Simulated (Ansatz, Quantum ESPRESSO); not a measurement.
# Zr(0001), 4 layers, one monolayer of Se on hcp sites: vacuum level and surface dipole, part 6 of 6

How much energy does it take to lift an electron out of Zr(0001), 4 layers, one monolayer of Se on hcp sites, and how far do the settings matter?

Quantum ESPRESSO 7.5; plane-wave DFT, PBE, GBRV ultrasoft pseudopotentials; geometry and cross-check by Ansatz 0.2.0 with PAW datasets.

So far. Step 9 (Self-consistent run: Wu-Cohen, GBRV ultrasoft): The upper face goes from 5.471 eV (PBE, GBRV) to 5.536 eV, a change of +0.066 eV. Step 10 (SCF with pw.x: PBEsol, GBRV ultrasoft): The upper face goes from 5.471 eV (PBE, GBRV) to 5.539 eV, a change of +0.069 eV.

### Step 13. SCF with pw.x, with K_POINTS = [1, 1, 1]

Another try, with an input changed as a hurried user might.

Contents of esm.bad.in:

```
&control
  prefix = 'esm.bad'
  outdir = './out'
  pseudo_dir = './pseudo'
  calculation = 'scf'
  tprnfor = .true.
/
&system
  ibrav = 0
  nat = 5
  ntyp = 2
  ecutwfc = 40
  ecutrho = 200
  occupations = 'smearing'
  smearing = 'mv'
  degauss = 0.02
  assume_isolated = 'esm'
  esm_bc = 'bc1'
/
&electrons
  conv_thr = 1e-07
  mixing_beta = 0.4
  electron_maxstep = 100
  mixing_mode = 'local-TF'
/
ATOMIC_SPECIES
  Zr  91.2240  zr_pbe_v1.uspp.F.UPF
  Se  78.9710  se_pbe_v1.uspp.F.UPF
CELL_PARAMETERS angstrom
  3.22999999998630 0.00000000000000 0.00000000000000
  1.61499999999315 2.79726205421187 0.00000000000000
  0.00000000000000 0.00000000000000 26.71808500000000
ATOMIC_POSITIONS crystal
  Zr  0.666666666667 0.666666666667 -0.182845471314
  Zr  -0.000000000000 -0.000000000000 -0.086555074714
  Zr  0.666666666667 0.666666666667 0.012342633780
  Zr  -0.000000000000 -0.000000000000 0.108899398665
  Se  0.666666666667 0.666666666667 0.182845471314
K_POINTS automatic
  1 1 1 0 0 0
```

Command:

```console
OMP_NUM_THREADS=1 mpirun -n 4 pw.x -nk 1 -in esm.bad.in > esm.bad.out
```

The log of the run:

```text
[banner, memory and clock lines left out]
Program PWSCF v.7.5 starts

          URL

     Message from routine setup:
     using ibrav=0 with symmetry is DISCOURAGED, use correct ibrav instead

     bravais-lattice index     =            0
     lattice parameter (alat)  =       6.1038  a.u.
     unit-cell volume          =    1629.0620 (a.u.)^3
     number of atoms/cell      =            5
     number of atomic types    =            2
     number of electrons       =        54.00
     number of Kohn-Sham states=           32
     kinetic-energy cutoff     =      40.0000  Ry
     charge density cutoff     =     200.0000  Ry
     scf convergence threshold =      1.0E-07
     mixing beta               =       0.4000
     number of iterations used =            8  local-TF  mixing
     Exchange-correlation= SLA  PW   PBE  PBE
                           (   1   4   3   4   0   0   0)

     Effective Screening Medium Method
     Boundary Conditions: Vacuum-Slab-Vacuum
     total charge in unit cell        =   0.0000
     grid points for fit at edges     =        4

     celldm(1)=   6.103815  celldm(2)=   0.000000  celldm(3)=   0.000000
     celldm(4)=   0.000000  celldm(5)=   0.000000  celldm(6)=   0.000000

     crystal axes: (cart. coord. in units of alat)
               a(1) = (   1.000000   0.000000   0.000000 )
               a(2) = (   0.500000   0.866025   0.000000 )
               a(3) = (   0.000000   0.000000   8.271853 )

     reciprocal axes: (cart. coord. in units 2 pi/alat)
               b(1) = (  1.000000 -0.577350  0.000000 )
               b(2) = (  0.000000  1.154701  0.000000 )
               b(3) = (  0.000000  0.000000  0.120892 )

     PseudoPot. # 1 for Zr read from file:
     ./pseudo/zr_pbe_v1.uspp.F.UPF
     Pseudo is Ultrasoft + core correction, Zval = 12.0
     Generated by new atomic code, or converted to UPF format
     Using radial grid of  887 points,  6 beta functions with:
                l(1) =   0
                l(2) =   0
                l(3) =   1
                l(4) =   1
                l(5) =   2
                l(6) =   2
     Q(r) pseudized with  6 coefficients,  rinner =    1.200   1.200   1.200
                                                       1.200   1.200

     PseudoPot. # 2 for Se read from file:
     ./pseudo/se_pbe_v1.uspp.F.UPF
     Pseudo is Ultrasoft + core correction, Zval =  6.0
     Generated by new atomic code, or converted to UPF format
     Using radial grid of  877 points,  6 beta functions with:
                l(1) =   0
                l(2) =   0
                l(3) =   1
                l(4) =   1
                l(5) =   2
                l(6) =   2
     Q(r) pseudized with  8 coefficients,  rinner =    1.300   1.300   1.300
                                                       1.300   1.300

     atomic species   valence    mass     pseudopotential
[...]
Davidson diagonalization with overlap
     c_bands:  1 eigenvalues not converged
     ethr =  8.84E-07,  avg # of iterations = 20.0

     negative rho (up, down):  2.549E-01 0.000E+00

     total energy              =    -439.73434457 Ry
     estimated scf accuracy    <       0.01070720 Ry

     iteration # 93     ecut=    40.00 Ry     beta= 0.40
     Davidson diagonalization with overlap
     c_bands:  1 eigenvalues not converged
     ethr =  8.84E-07,  avg # of iterations = 20.0

     negative rho (up, down):  2.549E-01 0.000E+00

     total energy              =    -439.73430164 Ry
     estimated scf accuracy    <       0.00908485 Ry

     iteration # 94     ecut=    40.00 Ry     beta= 0.40
     Davidson diagonalization with overlap
     ethr =  8.84E-07,  avg # of iterations =  1.0

     negative rho (up, down):  2.548E-01 0.000E+00

     total energy              =    -439.73313567 Ry
     estimated scf accuracy    <       0.00882392 Ry

     iteration # 95     ecut=    40.00 Ry     beta= 0.40
     Davidson diagonalization with overlap
     c_bands:  1 eigenvalues not converged
     ethr =  8.84E-07,  avg # of iterations = 20.0

     negative rho (up, down):  2.548E-01 0.000E+00

     total energy              =    -439.73358139 Ry
     estimated scf accuracy    <       0.00019917 Ry

     iteration # 96     ecut=    40.00 Ry     beta= 0.40
     Davidson diagonalization with overlap
     ethr =  3.69E-07,  avg # of iterations = 18.0

     negative rho (up, down):  2.548E-01 0.000E+00

     total energy              =    -439.73362585 Ry
     estimated scf accuracy    <       0.00104705 Ry

     iteration # 97     ecut=    40.00 Ry     beta= 0.40
     Davidson diagonalization with overlap
     ethr =  3.69E-07,  avg # of iterations =  1.0

     negative rho (up, down):  2.549E-01 0.000E+00

     total energy              =    -439.73353115 Ry
     estimated scf accuracy    <       0.00109176 Ry

     iteration # 98     ecut=    40.00 Ry     beta= 0.40
     Davidson diagonalization with overlap
     ethr =  3.69E-07,  avg # of iterations = 15.0

     negative rho (up, down):  2.549E-01 0.000E+00

     total energy              =    -439.73321026 Ry
     estimated scf accuracy    <       0.00723518 Ry

     iteration # 99     ecut=    40.00 Ry     beta= 0.40
     Davidson diagonalization with overlap
     ethr =  3.69E-07,  avg # of iterations = 14.0

     negative rho (up, down):  2.549E-01 0.000E+00

     total energy              =    -439.73349620 Ry
     estimated scf accuracy    <       0.00035734 Ry

     iteration #100     ecut=    40.00 Ry     beta= 0.40
     Davidson diagonalization with overlap
     ethr =  3.69E-07,  avg # of iterations = 13.0

     negative rho (up, down):  2.550E-01 0.000E+00

     total energy              =    -439.73337052 Ry
     estimated scf accuracy    <       0.00149217 Ry

     End of self-consistent calculation

     convergence NOT achieved after 100 iterations: stopping

     XML data file, charge density distributed wavefunctions

                                        0.00s GPU  (     546 calls)

Note: The following floating-point exceptions are signalling: IEEE_DIVIDE_BY_ZERO IEEE_UNDERFLOW_FLAG
Note: The following floating-point exceptions are signalling: IEEE_DIVIDE_BY_ZERO IEEE_UNDERFLOW_FLAG
Note: The following floating-point exceptions are signalling: IEEE_DIVIDE_BY_ZERO IEEE_UNDERFLOW_FLAG
Note: The following floating-point exceptions are signalling: IEEE_DIVIDE_BY_ZERO IEEE_UNDERFLOW_FLAG
```

It took 46 s on 4 MPI ranks of Arm Neoverse V2, shared host; peak memory 0.46 GiB.

The run ended without convergence. The estimated SCF accuracy went from 9.72 Ry in the first cycle kept to 0.000199 Ry at best and 0.00149 Ry in the last. The change made on purpose: the zone centre alone in the plane of the slab.

More iterations help only where the error still falls; otherwise the mixing, the start or the set-up has to change.

### Step 14. By hand

In the first self-consistent run, on its own zero, the Fermi level is 3.545 eV and the upper vacuum level 9.030 eV: φ = 9.030 − (3.545) = 5.485 eV.

The dipole of -0.3125 D is -0.0651 e Å (1 D = 0.20819 e Å). A dipole layer steps the potential by e p/(ε₀A), with e/ε₀ = 180.95 V Å: 180.95 × 0.0651 / 9.035 = 1.303 eV, against 1.304 eV between the two work functions.

### Step 15. Outcome

- work function of the covered face, PBE, GBRV: 5.49 eV
- work function of the bare face, PBE, GBRV: 4.18 eV
- covered face by ESM: 5.47 eV
- dipole along the normal: -0.0651 e·Å
- covered face by Ansatz: 5.46 eV

In words: At the first level (PBE, GBRV ultrasoft) the work function comes to 5.49 eV on the upper face and 4.18 eV on the lower. The Se layer ends 1.98 Å above the top metal plane and raises the work function by 1.30 eV against the bare face. This is the step −180.95 p/A = +1.30 eV of the slab's dipole p = -0.06506 e Å, which the dipole correction builds in. The bare face is held at bulk positions, so it is no relaxed clean surface. ESM differs from the periodic treatment by -15 meV on the upper face and +9 meV on the lower; the slab's dipole converges slowly, so differences of this size remain at the threshold used. Over the levels tried the upper face spans 5.46 eV (Ansatz PBE PAW, sawtooth) to 5.54 eV (QE PBEsol GBRV ultrasoft, ESM bc1). Quantum ESPRESSO and Ansatz give 5.49 and 5.46 eV for the upper face, which agree. Ansatz ran with Fermi-Dirac smearing of 0.1 eV against cold smearing of 0.02 Ry, which alone can move a level by some tens of meV. With 12×12 points and so few layers the values hold to some 0.05 to 0.1 eV. The slab is cut at a tabulated measured bulk lattice constant, given to two decimals. A full 1×1 monolayer may not be the stable structure at this coverage.

[Logs are printed without paths, hosts, clocks, repeated set-up lines and the standing remarks that a program may print on its own settings, such as how far it seeks lower states.]

[Hosts, paths, dates, database ids (printed as entryN), source tags and the programs' standing remarks are cut or masked in the printed files.]

[Maps of the electrostatic potential energy from Ansatz leave out the sawtooth potential of an applied field or a dipole correction, so their vacuum need not be flat; planar profiles and work functions include it.]
